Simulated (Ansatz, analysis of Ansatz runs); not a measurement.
## Zero-phonon line of the negative SnV centre in diamond (r2SCAN)

How near does this set-up come to the measured zero-phonon line? Subject: negative SnV centre in diamond. Set-up: r2SCAN, 64-site cell, r2SCAN lattice, 500 eV, k: the zone centre alone. The model is a cell of 64 host atoms with 1 site emptied and Sn put on another atom's site. The excitation energy is a difference of total energies with one electron moved up within one spin channel. A meta-GGA costs about twice a GGA and mends lattice constants and part of the gap.

Measured beforehand: Zero-phonon line, printed as 620 nm: 2 eV at 300 K, by confocal PL, 532 nm excitation (“Photoluminescence of lead-related optical centers in single-crystal diamond”, 2018, arxiv:1806.01608). The runs below try to reproduce this.

Method: plane-wave PAW DFT, r2SCAN; relaxation of all atoms of a defect supercell, in Ansatz 0.2.0.

Report form: the programs' logs are mostly left out.

## Step 1: Starting point

The cell holds 63 atoms: 62 C and 1 Sn. Its edges and angles: a = 7.121 Å, b = 7.121 Å, c = 7.121 Å, α = 90.0°, β = 90.0°, γ = 90.0°. It derives from C (space group Fd-3m). Nearest the centre at fractional (0.312, 0.312, 0.312): Sn7 at 0.00 Å, C4 at 1.94 Å, C5 at 1.94 Å, C6 at 1.94 Å, C26 at 1.94 Å, C48 at 1.94 Å, C41 at 1.94 Å, C10 at 2.63 Å. The cell carries charge −1.

The host's primitive cell comes from a first run (plane-wave PAW DFT, r2SCAN; relaxation of the host's cell and atoms): vectors of 2.517, 2.517 and 2.517 Å. That is 5.64 Å³ an atom, 0.5 % under the diffraction cell's volume. The supercell is built on it.

## Step 2: Relaxation, charge −1

Every later number rests on the structure around the defect, so the atoms are relaxed at the host's lattice first.

Contents of relax/input.yaml:

```yaml
relax:
  f_tol: 0.02
  max_steps: 80
  escape_saddle: false
crystal:
  lattice:
    - [7.12053983, 0.0, 0.0]
    - [0.0, 7.12053983, 0.0]
    - [0.0, 0.0, 7.12053983]
  atoms:
    - { symbol: C, position: [0.0, 0.0, 0.25] }
    - { symbol: C, position: [0.0, 0.25, 0.0] }
    - { symbol: C, position: [0.25, 0.0, 0.0] }
    - { symbol: C, position: [0.125, 0.125, 0.375] }
    - { symbol: C, position: [0.125, 0.375, 0.125] }
    - { symbol: C, position: [0.375, 0.125, 0.125] }
    - { symbol: Sn, position: [0.312392387, 0.312392387, 0.312392387] }
    - { symbol: C, position: [0.0, 0.0, 0.75] }
[... 51 atom lines left out ...]
    - { symbol: C, position: [0.625, 0.625, 0.875] }
    - { symbol: C, position: [0.625, 0.875, 0.625] }
    - { symbol: C, position: [0.875, 0.625, 0.625] }
    - { symbol: C, position: [0.875, 0.875, 0.875] }
total_charge: -1
basis:
  ecutwfc: 500
  xc_grid: 2
hamiltonian:
  xc: r2scan
kpoints:
  mp_grid: { grid: [1, 1, 1] }
magnetization:
  spin_polarized: true
  initial_magnetization: 1
  spin_locking: { lock_magnetization: hard }
scf:
  occupations: { method: fermi_dirac, width: 0.01 }
  max_iter: 120
output:
  forces: true
checkpoint:
  write: "../relax.run"
  compress: false
  write_wavefunctions: true
  write_every: 100000
```

Started as:

```sh
> ansatz run input.yaml --threads 2 --pin off --max-ram 3768MiB --backend cpu --events-out ev --progress --plain --runs-dir out
```

Run time: 49 s. Hardware: 2 threads of Intel Xeon Platinum 8375C at 2.90GHz (Ice Lake), shared host; peak memory 1 GiB; 95 s of CPU time.

The steps of the relaxation:

```csv
step,energy less that of the first step (eV),largest force component (eV/Å)
1,0.0000,4.4375
2,-3.7152,0.8862
3,-3.9406,0.4193
4,-3.9930,0.0434
5,-3.9934,0.0200
```

The run keeps the 6 symmetry operations that it works with, so distortions that break them were not tested.

The atoms that moved most (Å):

```csv
atom,dx,dy,dz,length
C4,-0.081,-0.081,0.136,0.178
C5,-0.081,0.136,-0.081,0.178
C6,0.136,-0.081,-0.081,0.178
C26,-0.136,0.081,0.081,0.177
C41,0.081,-0.136,0.081,0.177
C48,0.081,0.081,-0.136,0.177
C10,-0.018,-0.037,0.045,0.061
C9,-0.037,-0.018,0.045,0.061
```

Neighbours of the ideal centre at the end:

```csv
atom,distance (Å)
Sn7,0.000
C26,2.085
C41,2.085
C48,2.085
C6,2.085
C4,2.085
C5,2.085
C13,2.690
C22,2.690
C36,2.690
C20,2.690
C14,2.690
C37,2.690
C16,2.690
C10,2.690
C32,2.690
```

Numbers from this step:

| Quantity | Value |
| --- | --- |
| free energy | -21603.4255 eV |
| smearing term TS | 0.01386 eV |
| total moment | 1 μB |
| integral of the absolute spin density | 1.169 μB |
| spin contamination | 0.002880 |

The relaxation ends 63 meV an atom lower, with a largest force component of 0.020 eV/Å.

## Step 3: Ground state

Both spins' levels are needed to pick the two between which the electron moves, so the ground state is solved with empty bands.

This step: plane-wave PAW DFT, r2SCAN; single point of a defect supercell.

Contents of ground/input.yaml:

```yaml
crystal:
  lattice:
    - [7.12053983, 0.0, 0.0]
    - [0.0, 7.12053983, 0.0]
    - [0.0, 0.0, 7.12053983]
  atoms:
    - { symbol: C, position: [0.001705487, 0.001705487, 0.254018565] }
    - { symbol: C, position: [0.001705487, 0.254018565, 0.001705487] }
[... 1 atom line left out ...]
    - { symbol: C, position: [0.113643059, 0.113643059, 0.394068538] }
    - { symbol: C, position: [0.113643059, 0.394068538, 0.113643059] }
    - { symbol: C, position: [0.394068538, 0.113643059, 0.113643059] }
    - { symbol: Sn, position: [0.312493216, 0.312493216, 0.312493216] }
[... 5 atom lines left out ...]
    - { symbol: C, position: [0.118705985, 0.377552179, 0.63020284] }
    - { symbol: C, position: [0.377552179, 0.118705985, 0.63020284] }
[... 5 atom lines left out ...]
    - { symbol: C, position: [0.118705985, 0.63020284, 0.377552179] }
[... 1 atom line left out ...]
    - { symbol: C, position: [0.377552179, 0.63020284, 0.118705985] }
[... 3 atom lines left out ...]
    - { symbol: C, position: [0.230933102, 0.511349171, 0.511349171] }
[... 9 atom lines left out ...]
    - { symbol: C, position: [0.63020284, 0.118705985, 0.377552179] }
[... 4 atom lines left out ...]
    - { symbol: C, position: [0.511349171, 0.230933102, 0.511349171] }
[... 6 atom lines left out ...]
    - { symbol: C, position: [0.511349171, 0.511349171, 0.230933102] }
[... 14 atom lines left out ...]
    - { symbol: C, position: [0.875835773, 0.875835773, 0.875835773] }
total_charge: -1
basis:
  ecutwfc: 500
  xc_grid: 2
hamiltonian:
  xc: r2scan
kpoints:
  mp_grid: { grid: [1, 1, 1] }
magnetization:
  spin_polarized: true
  initial_magnetization: 1
  spin_locking: { lock_magnetization: hard }
scf:
  occupations: { method: fermi_dirac, width: 0.01 }
  max_iter: 120
  n_extra_bands: 20
  lower_state_search: "off"
output:
  forces: true
  eigenvalues: true
  eigenstates: { localisation: true }
checkpoint:
  read: "../relax.run"
  write: "../ground.run"
  compress: false
  write_wavefunctions: true
  write_every: 100000
```

Wall time 7.4 s (2 threads); peak memory 0.87 GiB; 14 s of CPU time.

This step gave:

- free energy: -21603.4255 eV
- smearing term TS: 0.01386 eV
- total moment: 1 μB
- integral of the absolute spin density: 1.169 μB
- spin contamination: 0.002880

States next to the filling edge at the first k-point, on the run's own zero (eigenstates.tsv). The participation number counts the atoms that a state is spread over, of 63; bands count from 0.

```csv
spin,band,energy (eV),occupation,participation,largest share on,share
down,126,12.967,1.00,51.3,C5,0.03
down,127,13.272,1.00,14.4,C5,0.14
down,128,13.272,1.00,14.4,C6,0.14
down,129,13.564,1.00,60.1,C11,0.02
down,130,15.982,0.50,12.8,C6,0.13
down,131,15.982,0.50,12.8,C4,0.18
down,132,18.351,0.00,53.0,C8,0.03
down,133,18.351,0.00,53.0,C34,0.03
down,134,18.438,0.00,47.8,C59,0.05
down,135,18.587,0.00,44.0,C59,0.04
down,136,18.587,0.00,44.0,C59,0.04
up,126,12.883,1.00,48.4,C5,0.04
up,127,12.988,1.00,14.7,C5,0.12
up,128,12.988,1.00,14.7,C4,0.15
up,129,13.550,1.00,60.0,C11,0.02
up,130,15.607,1.00,13.9,C4,0.14
up,131,15.607,1.00,13.9,C5,0.17
up,132,18.337,0.00,53.0,C8,0.03
up,133,18.337,0.00,53.0,C34,0.03
up,134,18.426,0.00,47.9,C59,0.05
up,135,18.572,0.00,44.1,C59,0.04
up,136,18.572,0.00,44.1,C59,0.04
```

The largest moments in the atoms' spheres: C6 0.06, C4 0.06, C41 0.06, C26 0.06, C48 0.06, C5 0.06 μB.

## Step 4: Excited state at the ground state's structure

One electron is moved to the upper level and held there by its overlap; at the ground state's structure the energy difference is the vertical absorption.

This step: plane-wave PAW DFT, r2SCAN; single point of a defect supercell.

excited/input.yaml, as its differences from ground/input.yaml of step 3:

```diff
@@ -43,4 +43,9 @@
 scf:
-  occupations: { method: fermi_dirac, width: 0.01 }
-  max_iter: 120
+  occupations:
+    method: fermi_dirac
+    width: 0.01
+    excite:
+      from: { channel: down, k: 0, band: [v5, v4], track: overlap }
+      to: { channel: down, k: 0, band: [v2, v1], track: overlap }
+  max_iter: 150
   n_extra_bands: 20
@@ -49,7 +54,5 @@
   forces: true
-  eigenvalues: true
-  eigenstates: { localisation: true }
 checkpoint:
-  read: "../relax.run"
-  write: "../ground.run"
+  read: "../ground.run"
+  write: "../excited.run"
   compress: false
```

Wall time 14 s (2 threads); peak memory 0.86 GiB; 26 s of CPU time.

This step gave:

| Quantity | Value |
| --- | --- |
| free energy | -21600.7387 eV |
| smearing term TS | 0.01386 eV |
| total moment | 1 μB |
| integral of the absolute spin density | 1.096 μB |
| spin contamination | 0.001576 |

Between step 3 and this run (other occupations) the value for the integral of the absolute spin density moves from 1.17 μB to 1.10 μB (-6 %).

## Step 5: Relaxation in the excited state

The zero-phonon line joins two minima, so the atoms are relaxed with the electron held in the upper level.

This step: plane-wave PAW DFT, r2SCAN; Delta-SCF with one electron moved between two levels, relaxation of all atoms.

excited_relax/input.yaml, as its differences from excited/input.yaml of step 4:

```diff
@@ -56,3 +56,3 @@
   read: "../ground.run"
-  write: "../excited.run"
+  write: "../excited_relax.run"
   compress: false
@@ -60 +60,5 @@
   write_every: 100000
+relax:
+  f_tol: 0.02
+  max_steps: 50
+  escape_saddle: false
```

Elapsed: 38 s, on 2 threads; peak memory 0.9 GiB; 72 s of CPU time.

The steps of the relaxation:

```csv
step,energy less that of the first step (eV),largest force component (eV/Å)
1,0.0000,0.3638
2,-0.0304,0.1121
3,-0.0336,0.0290
4,-0.0339,0.0030
```

Forces are held to the 12 operations that the run works with; a distortion that breaks them can't arise in this run.

The atoms that moved most (Å):

```csv
atom,dx,dy,dz,length
C26,0.004,0.010,0.010,0.015
C48,0.010,0.010,0.004,0.015
C41,0.010,0.004,0.010,0.015
C4,-0.010,-0.010,-0.004,0.015
C6,-0.004,-0.010,-0.010,0.015
C5,-0.010,-0.004,-0.010,0.015
C52,0.007,0.007,0.003,0.011
C30,0.003,0.007,0.007,0.011
```

The atoms nearest to the centre after the run:

```csv
atom,distance (Å)
Sn7,0.000
C26,2.098
C41,2.098
C48,2.098
C6,2.098
C4,2.098
C5,2.098
C13,2.688
C22,2.688
C36,2.688
C20,2.688
C14,2.688
C37,2.688
C16,2.688
C10,2.688
C32,2.688
```

Read from the output:

```
free energy                           : -21600.7726 eV
smearing term TS                      : 0.01386 eV
total moment                          : 1.0000 μB
integral of the absolute spin density : 1.097 μB
spin contamination                    : 0.001648
```

The relaxation ends 0.5 meV an atom lower, with a largest force component of 0.0030 eV/Å.

## Step 6: Ground state at the excited state's structure

The ground state at the excited structure gives the vertical emission.

This step: plane-wave PAW DFT, r2SCAN; single point of a defect supercell.

Contents of ground_at_excited/input.yaml:

```yaml
crystal:
  lattice:
    - [7.12053983, 0.0, 0.0]
    - [0.0, 7.12053983, 0.0]
    - [0.0, 0.0, 7.12053983]
  atoms:
    - { symbol: C, position: [0.000697331, 0.000697331, 0.253634537] }
    - { symbol: C, position: [0.000697331, 0.253634537, 0.000697331] }
[... 1 atom line left out ...]
    - { symbol: C, position: [0.112232234, 0.112232234, 0.393493049] }
    - { symbol: C, position: [0.112232234, 0.393493049, 0.112232234] }
    - { symbol: C, position: [0.393493049, 0.112232234, 0.112232234] }
    - { symbol: Sn, position: [0.312498292, 0.312498292, 0.312498292] }
[... 5 atom lines left out ...]
    - { symbol: C, position: [0.119315273, 0.377679983, 0.630285876] }
    - { symbol: C, position: [0.377679983, 0.119315273, 0.630285876] }
[... 5 atom lines left out ...]
    - { symbol: C, position: [0.119315273, 0.630285876, 0.377679983] }
[... 1 atom line left out ...]
    - { symbol: C, position: [0.377679983, 0.630285876, 0.119315273] }
[... 3 atom lines left out ...]
    - { symbol: C, position: [0.231503535, 0.51276435, 0.51276435] }
[... 9 atom lines left out ...]
    - { symbol: C, position: [0.630285876, 0.119315273, 0.377679983] }
[... 4 atom lines left out ...]
    - { symbol: C, position: [0.51276435, 0.231503535, 0.51276435] }
[... 6 atom lines left out ...]
    - { symbol: C, position: [0.51276435, 0.51276435, 0.231503535] }
[... 14 atom lines left out ...]
    - { symbol: C, position: [0.875778946, 0.875778946, 0.875778946] }
total_charge: -1
basis:
  ecutwfc: 500
  xc_grid: 2
hamiltonian:
  xc: r2scan
kpoints:
  mp_grid: { grid: [1, 1, 1] }
magnetization:
  spin_polarized: true
  initial_magnetization: 1
  spin_locking: { lock_magnetization: hard }
scf:
  occupations: { method: fermi_dirac, width: 0.01 }
  max_iter: 120
  n_extra_bands: 20
  lower_state_search: "off"
output:
  forces: true
checkpoint:
  read: "../ground.run"
  write: "../ground_at_excited.run"
  compress: false
  write_wavefunctions: true
  write_every: 100000
```

Run time: 11 s. Hardware: 2 threads; peak memory 0.94 GiB; 21 s of CPU time.

This step gave:

| Item | Value |
| --- | --- |
| free energy | -21603.3917 eV |
| smearing term TS | 0.01386 eV |
| total moment | 1 μB |
| integral of the absolute spin density | 1.172 μB |
| spin contamination | 0.002991 |

## Step 7: What came out

- difference of the two Kohn-Sham levels: 2.71 eV
- vertical absorption energy: 2.69 eV
- zero-phonon line (relaxed excited less relaxed ground state): 2.65 eV
- vertical emission energy: 2.62 eV
- time of the whole chain: 2 min on 2 threads

In words: Zero-phonon line: computed 2.65 eV, measured 2 eV; 0.65 eV above the measurement. Delta-SCF with one determinant leaves out multiplet mixing and the dynamic Jahn-Teller effect. Limits: in a cell this small the lower level mixes with the folded valence band, which shifts the line; the periodic copies of the defect are only 7.1 Å apart.

[Logs are printed without paths, hosts, clocks, repeated set-up lines and the standing remarks that a program may print on its own settings, such as how far it seeks lower states.]

[Hosts, paths, dates, database ids (printed as entryN), source tags and the programs' standing remarks are cut or masked in the printed files.]

[For some hosts the program warned that the k-mesh of the response run may be too coarse for force constants and the static dielectric constant; such warnings are not shown here.]
